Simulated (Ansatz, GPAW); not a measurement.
# Optical response of Ca3TiS (model structure)

Aim: the dielectric function of Ca3TiS (model structure), and the optical constants that follow from it. The structure is a model built here, which may or may not match a known phase. It was built so: All O replaced by S and Sn replaced by Ti in the Pm-3m structure of Ca3SnO. The cell is first relaxed with Ansatz.

Main program and level: GPAW 26.7.0; DFT, PBE, plane-wave PAW (GPAW data sets), scalar-relativistic, RPA, optical limit.

This is a report of a sequence of runs, with most program output left out.

## Step 1: The structure

Symmetry: Pm-3m, No. 221, cubic system. The conventional cell has a = 5.190 Å, b = 5.190 Å, c = 5.190 Å, α = 90.00°, β = 90.00°, γ = 90.00°. Nearest to Ti lie 12 Ca at 3.67 Å. Nearest to Ca lie 2 S at 2.60 Å. Nearest to S lie 6 Ca at 2.60 Å. All O replaced by S and Sn replaced by Ti in the Pm-3m structure of Ca3SnO. Farther neighbours and most contacts between anions are not listed.

Coordinates:

```cif
data_structure
_symmetry_space_group_name_H-M 'Pm-3m'
_symmetry_Int_Tables_number 221
_cell_length_a 5.1901
_cell_length_b 5.1901
_cell_length_c 5.1901
_cell_angle_alpha 90.000
_cell_angle_beta 90.000
_cell_angle_gamma 90.000
_cell_volume 139.81
loop_
_atom_site_label
_atom_site_type_symbol
_atom_site_symmetry_multiplicity
_atom_site_Wyckoff_symbol
_atom_site_fract_x
_atom_site_fract_y
_atom_site_fract_z
_atom_site_occupancy
Ti1 Ti 1 a 0.00000 0.00000 0.00000 1
Ca1 Ca 3 c 0.50000 0.50000 0.00000 1
S1 S 1 b 0.50000 0.50000 0.50000 1
```

## Step 2: Relaxation

Spectra hang on bond lengths, so the cell is first brought to its minimum.

This step: DFT, PBE, plane-wave PAW, default files, scalar-relativistic, relaxation (Ansatz 0.2.0).

input.yaml reads:

```yaml
crystal:
  lattice:
    - [5.19012005, 0.0, 0.0]
    - [0.0, 5.19012005, 0.0]
    - [0.0, 0.0, 5.19012005]
  atoms:
    - { symbol: Ti, position: [0.0, 0.0, 0.0] }
    - { symbol: Ca, position: [0.5, 0.5, 0.0] }
    - { symbol: Ca, position: [0.5, 0.0, 0.5] }
    - { symbol: Ca, position: [0.0, 0.5, 0.5] }
    - { symbol: S, position: [0.5, 0.5, 0.5] }
kpoints:
  mp_grid: { grid: [5, 5, 5] }
scf:
  occupations: { method: fermi_dirac, width: 0.05 }
hamiltonian:
  xc: pbe
output:
  forces: true
  stress: true
  write_density: true
  write_potential: true
  elf: true
  volumetric_format: npy
relax:
  f_tol: 0.02
  max_steps: 50
  cell: {}
```

Started as:

```sh
> ansatz run input.yaml --threads 1 --pin off --max-ram 4096MiB --backend cpu --events-out ev --progress --plain --runs-dir out
```

Run time: 9.5 s. Hardware: 1 thread of Arm Neoverse V2, shared host; peak memory 0.4 GiB.

Relaxation path:

| step | energy less that of the first step (eV) | largest force component (eV/Å) | pressure (GPa) | volume (Å³) |
| --- | --- | --- | --- | --- |
| 1 | 0.0000 | 0.0000 | 5.22 | 139.81 |
| 2 | -0.2642 | 0.0000 | 0.08 | 157.35 |
| 3 | -0.2643 | 0.0000 | 0.01 | 157.67 |
| 4* | -0.2652 | 0.0000 | 0.02 | 157.67 |

Relaxation steps marked * repeat the geometry before them on a plane-wave basis chosen anew for their cell, so energy and pressure can jump there.

The run keeps the 48 symmetry operations that it works with, so distortions that break them were not tested.

```csv
"conventional cell, symmetrised",before,after,change
a (Å),5.190,5.402,+4.1 %
b (Å),5.190,5.402,+4.1 %
c (Å),5.190,5.402,+4.1 %
volume (Å³/atom),27.96,31.53,+12.8 %
```

Final coordinates:

```xyz
5
Lattice="5.4023 0.0000 0.0000 0.0000 5.4023 0.0000 0.0000 0.0000 5.4023" Properties=species:S:1:pos:R:3 pbc="T T T"
Ti    0.0000    0.0000    0.0000
Ca    2.7012    2.7012    0.0000
Ca    2.7012    0.0000    2.7012
Ca    0.0000    2.7012    2.7012
S     2.7012    2.7012    2.7012
```

The relaxation ends with a pressure of 0.02 GPa.

## Step 3: Ground state

First the ground state: is it a metal or has it a gap?

This step: DFT, PBE, plane-wave PAW (GPAW data sets), scalar-relativistic, ground state (GPAW 26.7.0).

gs.py reads:

```python
from ase import Atoms
from ase.dft.bandgap import bandgap
from gpaw import GPAW, PW, FermiDirac

atoms = Atoms(['Ti', 'Ca', 'Ca', 'Ca', 'S'],
              cell=[[5.40233573, 0.00000000, 0.00000000],
                    [0.00000000, 5.40233573, 0.00000000],
                    [0.00000000, 0.00000000, 5.40233573]],
              scaled_positions=[[1.00000000, 1.00000000, 1.00000000],
                                [0.50000000, 0.50000000, 0.00000000],
                                [0.50000000, 1.00000000, 0.50000000],
                                [1.00000000, 0.50000000, 0.50000000],
                                [0.50000000, 0.50000000, 0.50000000]],
              pbc=[True, True, True])
atoms.calc = GPAW(mode=PW(450), xc='PBE', kpts={'size': (4, 4, 4), 'gamma': True},
                  occupations=FermiDirac(0.05), maxiter=150, txt='gs.txt')
print('energy (eV)', atoms.get_potential_energy())
print('Fermi level (eV)', atoms.calc.get_fermi_level())
print('valence electrons', atoms.calc.get_number_of_electrons())
print('gap (eV)', bandgap(atoms.calc, output=None)[0])
print('direct gap (eV)', bandgap(atoms.calc, direct=True, output=None)[0])
atoms.calc.write('gs.gpw')
```

Started as:

```sh
> OMP_NUM_THREADS=1 python gs.py
```

It took 29 s on 1 thread; peak memory 0.19 GiB.

Read-outs, printed or worked out from the files:

```
energy       : -17.79 eV
Fermi energy : 4.314 eV
electrons    : 48
```

There are states at the Fermi level within the smearing, so the occupations stay smeared and the carriers get a Drude term.

## Step 4: Bands for the response

The response needs many more empty bands than the density does.

This step: DFT, PBE, plane-wave PAW (GPAW data sets), scalar-relativistic, bands at fixed density (GPAW 26.7.0).

nscf.py reads:

```python
from ase.dft.bandgap import bandgap
from gpaw import GPAW, FermiDirac

calc = GPAW('gs.gpw').fixed_density(kpts={'size': (6, 6, 6), 'gamma': True}, nbands=81, convergence={'bands': 75},
                                    occupations=FermiDirac(0.05), txt='nscf.txt')
print('gap (eV)', bandgap(calc, output=None)[0])
print('direct gap (eV)', bandgap(calc, direct=True, output=None)[0])
print('top band over the Fermi level (eV)', min(calc.get_eigenvalues(kpt=k)[74] for k in range(len(calc.get_ibz_k_points()))) - calc.get_fermi_level())
calc.write('full.gpw', mode='all')
```

Started as:

```sh
> OMP_NUM_THREADS=1 python nscf.py
```

Elapsed: 2.2 min, on 1 thread; peak memory 0.29 GiB.

## Step 5: Dielectric function, RPA

Transitions between filled and empty bands, summed over the zone, give the optical response, so mesh, band count and broadening shape it.

The induced potential is part of this response.

This step: DFT, PBE, plane-wave PAW (GPAW data sets), scalar-relativistic, RPA, optical limit (GPAW 26.7.0).

df.py reads:

```python
from gpaw.response.df import DielectricFunction

df = DielectricFunction('full.gpw', frequencies={'type': 'nonlinear', 'domega0': 0.03, 'omega2': 8},
                        ecut=50,
                        eta=0.1,
                        nbands=75,
                        rate=0.2,
                        txt='df.txt')
for direction in ['x']:
    df.get_dielectric_function(xc='RPA', direction=direction, filename=f'df_{direction}.csv')
```

Started as:

```sh
> OMP_NUM_THREADS=1 python df.py
```

Run time: 28 s. Hardware: 1 thread; peak memory 0.65 GiB.

Read-outs, printed or worked out from the files:

| Item | Value |
| --- | --- |
| centre of weight of the strongest loss peak in the window | 11.72 eV |

Sum at mesh points, not converged in k. Table of Im ε, E ∥ x by photon energy; read off at these points:

| photon energy (eV) | Im ε, E ∥ x |
| --- | --- |
| 1.00 | 19.4 |
| 1.21 | 19.8 |
| 1.50 | 12.6 |
| 2.00 | 4.74 |
| 2.50 | 4.75 |
| 3.00 | 4.73 |
| 3.14 | 5.57 |
| 3.50 | 3.47 |
| 4.00 | 4.04 |
| 4.50 | 4.67 |
| 4.89 | 4.82 |
| 5.00 | 4.41 |
| 5.50 | 2.89 |
| 6.00 | 1.43 |
| 6.50 | 1.25 |
| 7.00 | 1.58 |
| 7.50 | 2.79 |
| 8.00 | 1.69 |
| 8.50 | 2.23 |
| 9.00 | 1.52 |
| 9.50 | 1.01 |
| 10.00 | 0.730 |
| 10.50 | 0.894 |
| 11.00 | 0.652 |
| 11.50 | 0.402 |
| 12.00 | 0.279 |
| 12.50 | 0.252 |
| 13.00 | 0.253 |
| 13.50 | 0.306 |
| 14.00 | 0.194 |
| 14.50 | 0.267 |
| 15.00 | 0.223 |
| 15.50 | 0.230 |
| 16.00 | 0.198 |
| 16.50 | 0.243 |
| 17.00 | 0.233 |

Values under 1 per cm are given as 1; sum at mesh points, not converged in k. The absorption coefficient, E ∥ x by photon energy:

```
photon energy (eV)  absorption coefficient, E ∥ x (1/cm)
              1.01                                 3.1e5
              1.99                                 4.2e5
              3.02                                 4.0e5
              3.98                                 4.7e5
              4.98                                 8.4e5
              6.02                                 6.1e5
              6.99                                 4.8e5
              8.03                                 7.6e5
              9.02                                 9.4e5
             10.03                                 6.1e5
             11.03                                 6.9e5
             12.02                                 3.2e5
             13.00                                 2.2e5
             14.04                                 1.8e5
             14.96                                 2.0e5
             16.03                                 1.8e5
             16.96                                 2.1e5
```

Sum at mesh points, not converged in k. The Im ε, E ∥ x by photon energy; read off at these points:

```
photon energy (eV)  without local fields  with local fields
              1.00                  20.8               19.4
              1.50                  9.99               12.6
              2.00                  4.74               4.74
              2.50                  6.10               4.75
              2.62                  7.28               5.14
              3.00                  5.48               4.73
              3.50                  3.01               3.47
              4.00                  3.96               4.04
              4.50                  4.38               4.67
              4.89                  5.21               4.82
              5.00                  4.58               4.41
              5.50                  3.15               2.89
              6.00                  1.46               1.43
              6.50                  1.66               1.25
              7.00                  2.46               1.58
              7.50                  3.06               2.79
              8.00                  1.77               1.69
              8.50                  2.50               2.23
              9.00                  1.46               1.52
              9.50                 0.942               1.01
             10.00                 0.733              0.730
             10.50                  1.00              0.894
             11.00                 0.566              0.652
             11.50                 0.401              0.402
             12.00                 0.342              0.279
             12.50                 0.460              0.252
             13.00                 0.719              0.253
             13.50                 0.420              0.306
             14.00                 0.429              0.194
             14.50                 0.412              0.267
             15.00                 0.375              0.223
             15.50                 0.213              0.230
             16.00                 0.305              0.198
             16.50                 0.197              0.243
             17.00                 0.177              0.233
```

Sum at mesh points, not converged in k. Loss function −Im 1/ε at q → 0, E ∥ x against energy loss; read off at these points:

```csv
energy loss (eV),"loss function −Im 1/ε at q → 0, E ∥ x"
1.00,0.0514
1.50,0.0700
2.00,0.159
2.50,0.192
3.00,0.190
3.50,0.288
4.00,0.210
4.50,0.214
5.00,0.216
5.50,0.302
6.00,0.608
6.28,0.838
6.50,0.749
7.00,0.473
7.50,0.325
8.00,0.589
8.50,0.425
9.00,0.591
9.50,0.873
10.00,1.37
10.50,1.12
11.00,1.46
11.50,2.43
12.00,2.48
12.50,1.36
13.00,0.685
13.34,0.996
13.50,0.992
14.00,0.475
14.50,0.525
15.00,0.419
15.50,0.439
16.00,0.306
16.50,0.350
17.00,0.316
```

The reflectivity at normal incidence, E ∥ x has structure finer than the step of the table below, so its rows give means over 0.5 eV, whole bins alone (the curve runs from 0.619 to 17.5 eV). Peaks (eV: height): 1.59: 56.8, 3.34: 31.8, 5.66: 38.5, 7.91: 23.4, 9.15: 30.4, 11.03: 25.0.

Sum at mesh points, not converged in k. Reflectivity at normal incidence, E ∥ x against photon energy; means over each step:

```csv
photon energy (eV),"reflectivity at normal incidence, E ∥ x (%)"
1.0,52.1
1.5,55.3
2.0,40.9
2.5,24.9
3.0,26.3
3.5,25.4
4.0,21.8
4.5,27.0
5.0,32.4
5.5,35.1
6.0,30.0
6.5,13.4
7.0,9.57
7.5,17.2
8.0,19.9
8.5,19.2
9.0,28.6
9.5,27.8
10.0,19.3
10.5,16.1
11.0,20.8
11.5,18.1
12.0,13.0
12.5,7.08
13.0,3.11
13.5,4.03
14.0,2.10
14.5,1.72
15.0,1.36
15.5,1.23
16.0,0.739
16.5,0.774
17.0,0.690
```

At chosen wavelengths:

```csv
wavelength (nm),n,k,R (%),1/α
800,1.93,3.008,56.2,21 nm
633,1.28,2.123,47.3,24 nm
532,1.66,1.224,22.6,35 nm
450,1.67,1.376,26.0,26 nm
365,1.40,1.543,31.2,19 nm
248,1.33,1.659,35.0,12 nm
193,0.84,0.718,13.8,21 nm
```

In reflection the computed colour is pink-red: x = 0.366, y = 0.321, luminous reflectivity 29 %.

## Step 6: Results

- centre of weight of the strongest loss peak in the window, first axis: 11.7 eV

In words: At this level (PBE, RPA) Ca3TiS is a metal. The mesh is too coarse to trust the carriers' weight, the reflectivity or the colour to better than tens of per cent. The cell grew by 12.8 % in volume. In reflection the computed colour is pink-red: x = 0.366, y = 0.321, luminous reflectivity 29 %. The carriers' damping of 0.2 eV is typed, not computed; it shapes the response at the lowest energies. The run has no spin polarisation; magnetic order or correlation, untested here, could change the spectrum. The curves end at 17 eV, about where the summed bands run out. The cell grew by 13 % in the relaxation, which can come from the guessed start or, where layers or molecules are weakly bound, from the missing dispersion term; a larger cell lowers ε. In this version of GPAW the matrix elements of the optical limit are incomplete, which can lower ε − 1 by up to a tenth where first-row anions or d states rule, and shift it by more in d metals. GPAW's carrier term has the form −ωp²/(ω + i·rate)², which damps like twice the rate and fails at low energy, so the curves leave the lowest energies out. The sum runs over mesh points 0.19 Å⁻¹ apart with no interpolation, so peaks are partly noise of the mesh, and the Drude plasma energy, a sum over the Fermi surface, isn't converged.

[Machine, clock and banner lines and Python warnings are left out of the logs.]

[Logs are printed without paths, hosts, clocks, repeated set-up lines and the standing remarks that a program may print on its own settings, such as how far it seeks lower states.]

[Hosts, paths, dates, database ids (printed as entryN), source tags and the programs' standing remarks are cut or masked in the printed files.]
